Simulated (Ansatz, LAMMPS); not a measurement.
# Relaxing glassy 57SiO2-27Al2O3-16BaO (mol %) (149 atoms), part 2 of 2

How does glassy 57SiO2-27Al2O3-16BaO (mol %) (149 atoms) relax, and what do bonds, charges and levels look like afterwards?

Ansatz 0.2.0; Kohn-Sham DFT, revPBE, PAW (set soft_2), plane waves.

The cell: 25 Si, 24 Al, 7 Ba and 93 O. The quench rate of 25 K/ps is many orders above laboratory rates. The network of bonds at the start is that of the classical potential that made the cell. Sampling is at Γ alone, for a cell whose shortest periodic width is 13 Å. The levels lack spin–orbit coupling.

So far, density (g/cm³): step 5 (local order after relaxation) 2.73.

## 6. Single point at the relaxed geometry

One more single point at the end of the walk gives the fuller output and checks the residual forces.

The input, input.yaml:

```yaml
crystal:
  lattice:
    - [13.2156, 0.0, 0.0]
    - [0.0, 13.2156, 0.0]
    - [0.0, 0.0, 13.2156]
  atoms:
    - { symbol: Si, position: [0.36898, 0.55111, 0.69886] }
    - { symbol: Si, position: [0.62663, 0.47028, 0.03824] }
    - { symbol: Si, position: [0.8055, 0.34365, 0.9943] }
    - { symbol: Si, position: [0.18865, 0.70573, 0.01531] }
    - { symbol: Si, position: [0.4849, 0.35829, 0.7645] }
    - { symbol: Si, position: [0.65921, 0.70029, 0.78093] }
    - { symbol: Si, position: [0.19963, 0.12878, 0.3381] }
    - { symbol: Si, position: [0.95728, 0.79377, 0.3612] }
    - { symbol: Si, position: [0.68589, 0.58956, 0.56398] }
    - { symbol: Si, position: [0.29329, 0.53961, 0.91166] }
    - { symbol: Si, position: [0.95179, 0.75904, 0.7097] }
    - { symbol: Si, position: [0.31319, 0.25528, 0.61978] }
    - { symbol: Si, position: [0.85737, 0.71615, 0.14885] }
    - { symbol: Si, position: [0.61961, 0.66136, 0.16267] }
    - { symbol: Si, position: [0.27389, 0.87135, 0.86086] }
    - { symbol: Si, position: [0.79937, 0.05698, 0.07149] }
    - { symbol: Si, position: [0.65594, 0.16264, 0.9265] }
    - { symbol: Si, position: [0.15833, 0.83321, 0.65102] }
    - { symbol: Si, position: [0.55599, 0.85429, 0.53007] }
    - { symbol: Si, position: [0.19777, 0.09996, 0.9052] }
    - { symbol: Si, position: [0.86817, 0.25414, 0.1903] }
    - { symbol: Si, position: [0.05215, 0.12001, 0.7124] }
    - { symbol: Si, position: [0.30115, 0.25339, 0.17614] }
    - { symbol: Si, position: [0.00441, 0.00017, 0.28518] }
    - { symbol: Si, position: [0.66556, 0.05501, 0.54164] }
    - { symbol: Al, position: [0.66732, 0.21708, 0.69934] }
    - { symbol: Al, position: [0.01112, 0.42608, 0.90304] }
    - { symbol: Al, position: [0.97202, 0.79079, 0.95369] }
    - { symbol: Al, position: [0.91088, 0.27273, 0.61452] }
    - { symbol: Al, position: [0.99425, 0.57872, 0.0406] }
    - { symbol: Al, position: [0.2812, 0.32456, 0.39468] }
    - { symbol: Al, position: [0.50888, 0.64265, 0.95372] }
    [... 111 atom lines left out ...]
    - { symbol: O, position: [0.87112, 0.77831, 0.04125] }
    - { symbol: O, position: [0.01003, 0.91964, 0.94295] }
    - { symbol: O, position: [0.84638, 0.80979, 0.65427] }
    - { symbol: O, position: [0.14337, 0.12442, 0.79622] }
    - { symbol: O, position: [0.95826, 0.06133, 0.76262] }
    - { symbol: O, position: [0.07224, 0.53058, 0.54284] }
kpoints:
  mp_grid: { grid: [1, 1, 1] }
hamiltonian:
  xc: revpbe
scf:
  occupations: { method: fermi_dirac, width: 0.025 }
output:
  forces: true
  stress: true
  populations: true
  dos:
    method: { smearing: { sigma: 0.1 } }
    de: 0.1
    projected: { site_lists: { Al: [Al], Ba: [Ba], O: [O], Si: [Si] } }
  eigenvalues: true
  write_density: true
  write_potential: true
  volumetric_format: npy
  elf: true
```

Started as:

```sh
> ansatz run input.yaml --threads 4 --pin off --max-ram 8192MiB --backend cpu --events-out ev --progress --plain --runs-dir out
```

Run time: 2.1 min. Hardware: 4 threads of Arm Neoverse N1, shared host; peak memory 3.4 GiB.

The program notes that the exchange-correlation potential is rough where the density is thin.

The run gave:

```
free energy                                      : -123677.4873 eV
free energy per atom                             : -830.0503 eV/atom
SCF cycles                                       : 10
pressure                                         : 0.736 GPa
r.m.s. force component                           : 0.006 eV/Å
longest force                                    : 0.02829 eV/Å
Fermi energy                                     : 5.154 eV
gap (highest filled to lowest empty level) : 3.81 eV
spilling of the projection                       : 0.01186
```

Löwdin charges by element and coordination (they lack the spilled electrons, 0.064 e an atom on average):

```
element  coordination  atoms  mean charge (e)  spread   least    most
     Al           all     24             1.36  0.0476    1.21    1.43
     Al             4     23             1.36  0.0486    1.21    1.43
     Al             5      1             1.37       0    1.37    1.37
     Ba           all      7             1.93  0.0168    1.91    1.96
     Ba             6      1             1.93       0    1.93    1.93
     Ba             8      4             1.94  0.0164    1.91    1.96
     Ba             9      2             1.91  0.0037    1.91    1.92
      O           all     93           -0.856   0.056   -1.11  -0.763
      O             2     34           -0.825  0.0389  -0.978  -0.781
      O             3     51           -0.872  0.0539   -1.11  -0.763
      O             4      8           -0.892  0.0682  -0.997  -0.811
     Si           all     25             1.72  0.0225    1.68    1.75
```

States in the cell by windows of 1 eV, zero at the Fermi level; the larger projections on atomic orbitals stand beside the total:

```
from (eV)  to (eV)  total    O p  Si p  Al p
      -10       -9   18.4   12.7   1.1   0.3
       -9       -8   33.2   24.7   2.9   0.8
       -8       -7   58.0   44.7   6.1   2.5
       -7       -6   62.1   49.8   5.1   3.7
       -6       -5   84.0   71.9   3.1   3.9
       -5       -4  113.9  104.4   2.3   2.5
       -4       -3  121.6  115.4   1.2   1.5
       -3       -2   45.8   43.7   0.3   0.5
       -2       -1    1.6    1.5   0.0   0.0
       -1        1    0.0    0.0   0.0   0.0
        1        2    2.0    0.0   0.0   0.1
        2        3    4.9    0.3   0.2   0.3
        3        4   37.4    2.1   2.2   4.1
        4        5   47.0    3.4   4.2   7.3
```

Between -26 and -10 eV lie 247 more states.

The levels nearest the highest filled one (over half full), pooled over k-points and spins:

```
level less the highest filled one (eV)  occupation
                                -0.605           2
                                -0.510           2
                                -0.410           2
                                -0.335           2
                                -0.161           2
                                     0           2
                                  3.81           0
                                  4.71           0
                                  4.84           0
                                  4.96           0
                                  5.09           0
                                  5.12           0
```

ELF in the bc plane at fractional x = 0.281, with atoms of Si and Al and Ba and O within 0.2 Å of it. It is the smooth field of the valence electrons, not physical close to the nuclei.

Ten even steps from '0' (0.00) to '9' (0.87), each cell a mean:
```
5311478987302797588412210014799861035
9841587589711688897212211003689852489
7962388898510234443221210001355312797
9961146775200000147885200000011111588
6520000110000001698688410000124432236
0000000000000001698788400000145542100
0001332101233200146775101100024431000
0147887423676520001121001000001100110
0169889732577520035653100000000135663
1169988731232100268886200011100268885
1025665324542100147886200011100147764
1332110025775200112332122100134422210
6887510013564125665100376511699996202
9999720011110179899401688723972179514
8998621122000069898511567623983389614
4443222111122224653100123301699998301
0013676311478730025675310000256653000
0147988732688851389779950000000000000
0369967962577630597107951122100000000
0258988731122100499779723787531000000
0013332212343100147986237998631000000
0000000112232100001110147887410000000
0000000000111024653000013553111210000
0000123321101479997310000112367751000
```
Columns run along b (13.2 Å), rows up along c (13.2 Å). Atoms in or near the plane, at fractional coordinates: Si at (0.54, 0.91), Si at (0.87, 0.86), Al at (0.32, 0.39), Ba at (0.83, 0.41), Ba at (0.53, 0.22), O at (0.43, 0.97), O at (0.00, 0.88), O at (0.14, 0.23), O at (0.52, 0.79), O at (0.19, 0.92).

Valence density in the bc plane at fractional x = 0.281, with atoms of Si and Al and Ba and O within 0.2 Å of it. It is the smooth field of the valence electrons, not physical close to the nuclei.

Ten steps, logarithmic in the rise over the least value, from '0' (0.0 e/Å³) to '9' (6.3 e/Å³), each cell a mean:
```
2211246764312479986433332112466532112
7533469986322357765323432112456543357
9753358875311123344333321001234423579
8642234432100001245664210000123223468
3211111100000001368985310000123443333
0000000000000001258985310000123432110
0001121112222110134543211000122221000
0124554333454310012222111000011111100
1246897543454310113332100000000122321
2246886533333210134543100011101134443
2223443333432100124543210001111124432
2232211123443211123332221111123332221
4564310113443233444211333222456654212
5786421112222246776422455433565566323
4665421122211246775322344323566565322
2233322222233333443222222112356653211
0113454322355432234444211000122221000
0025798643456532356666531000000000000
0025899753454322366556631110000000000
0013566532333211256666533332100000000
0000122333443210124444334664210000000
0000001123333210011111124554210000000
0000000112222223321100112332111000000
0000012222222357864211111222334310000
```
Columns run along b (13.2 Å), rows up along c (13.2 Å). Atoms in or near the plane, at fractional coordinates: Si at (0.54, 0.91), Si at (0.87, 0.86), Al at (0.32, 0.39), Ba at (0.83, 0.41), Ba at (0.53, 0.22), O at (0.43, 0.97), O at (0.00, 0.88), O at (0.14, 0.23), O at (0.52, 0.79), O at (0.19, 0.92).

Mean Löwdin charges: Al +1.36, Ba +1.93, O -0.86, Si +1.72 e (they miss 1.2 % of the electrons, so they add up to more than the cell's charge).

A closer look about O111, which has 4 bonded neighbours where the commonest count for O is 3: 13 atoms, nearest first, numbered in the order of the input, with positions taken from that point.

```
atom      x      y      z  distance (Å)  bonds  Löwdin charge (e)
O111   0.00   0.00   0.00          0.00      4              -0.97
Al31   0.48  -1.62  -0.21          1.70      4               1.28
Al48   0.78   1.41   0.65          1.74      4               1.21
 O66  -0.34   2.65   0.07          2.67      4              -1.00
 O81   1.20  -1.58  -1.86          2.72      3              -0.87
Ba55   0.33   1.15  -2.50          2.77      8               1.94
O121   1.25   0.97   2.29          2.79      3              -0.86
 O87   1.41  -2.08   1.26          2.81      3              -0.89
O134   2.24   1.78  -0.30          2.88      4              -0.96
O136  -0.88  -2.74  -0.29          2.89      3              -0.88
 O86  -1.90  -0.03  -2.24          2.94      3              -1.11
Ba56  -2.89  -0.71  -0.12          2.98      8               1.96
O149  -2.28   1.10   1.75          3.08      3              -0.95
```

The column of bonds counts only the pairs O-Si within 2.12 Å, O-Al within 2.33 Å, O-Ba within 3.68 Å; other neighbours, such as metal atoms beside each other in a compound, aren't counted, and periodic images can show an atom twice.

## 7. With accuracy = "high" and basis.ecutwfc = "550 eV"

Changed here: accuracy = "high" and basis.ecutwfc = "550 eV".

input.yaml, the sections that differ from step 6:

```yaml
crystal:
  lattice:
    - [13.2156, 0.0, 0.0]
    - [0.0, 13.2156, 0.0]
    - [0.0, 0.0, 13.2156]
  atoms:
    [... the 149 atom lines of step 3 ...]
output:
  forces: true
  stress: true
  populations: true
  dos:
    method: { smearing: { sigma: 0.1 } }
    de: 0.1
    projected: { site_lists: { Al: [Al], Ba: [Ba], O: [O], Si: [Si] } }
  eigenvalues: true
basis:
  ecutwfc: "550 eV"
accuracy: high
# kpoints, hamiltonian, scf: as in step 6
```

The job ended after 3.4 min (4 threads; peak memory 5.2 GiB; 13 min of CPU time).

Geometry and reference: those of the single point at the start.

Forces differ from those of the single point at the start by 0.56 meV/Å r.m.s., 0.043 % of their size; the energy by -3.1 meV/atom. It took 1.7 times the reference's time (shared host, so rough).

## 8. What came out

| Item | Value |
| --- | --- |
| energy change in the relaxation | -82.22 meV/atom |
| r.m.s. displacement | 0.209 Å |
| largest displacement | 0.929 Å |
| free energy per atom | -830.0503 eV/atom |
| pressure | 0.736 GPa |
| r.m.s. force component | 0.006 eV/Å |
| gap (highest filled to lowest empty level) | 3.81 eV |
| wall time of the 4 DFT runs | 19 min |

Relaxation lowers the energy by 82.2 meV/atom and moves atoms by 0.21 Å r.m.s.; the r.m.s. force component goes from 1.3 to 0.006 eV/Å, the pressure goes from 5.8 to 0.74 GPa, and the gap from 2.97 to 3.81 eV. By the final cutoffs 6 of 254 bonded pairs parted and 5 joined. From the first step to the last the energy fell by 12.251 eV, and the largest move was 0.93 Å (Ba53). The O-Ba bonds change most in mean length: from 3.088 Å (spread 0.286) to 2.962 Å (spread 0.294), and their number from 57 to 56. Counting bonds as in the table, 96 % of Al atoms have 4, 57 % of Ba atoms have 8, 55 % of O atoms have 3 and all Si atoms have 4 bonded neighbours. 82 % of the oxygens bridge two formers (Si and Al) and 3 % are non-bridging; 15 % join three. The highest filled and lowest empty levels differ by 3.81 eV (at Γ alone); a semilocal functional tends to put such gaps too low. In a disordered cell it changes from sample to sample, and tail or defect levels can set it.

What to keep in mind: The network of bonds at the start is that of the classical potential that made the cell; in DFT 6 of its 254 bonded pairs passed out of the cutoffs and 5 came within them. The stress is far from hydrostatic: its diagonal is 2.1, 1.1, -1.0 GPa, compression counted positive.

[Logs are printed without paths, hosts, clocks, repeated set-up lines and the standing remarks that a program may print on its own settings, such as how far it seeks lower states.]

[Hosts, paths, dates, database ids (printed as entryN), source tags and the programs' standing remarks are cut or masked in the printed files.]
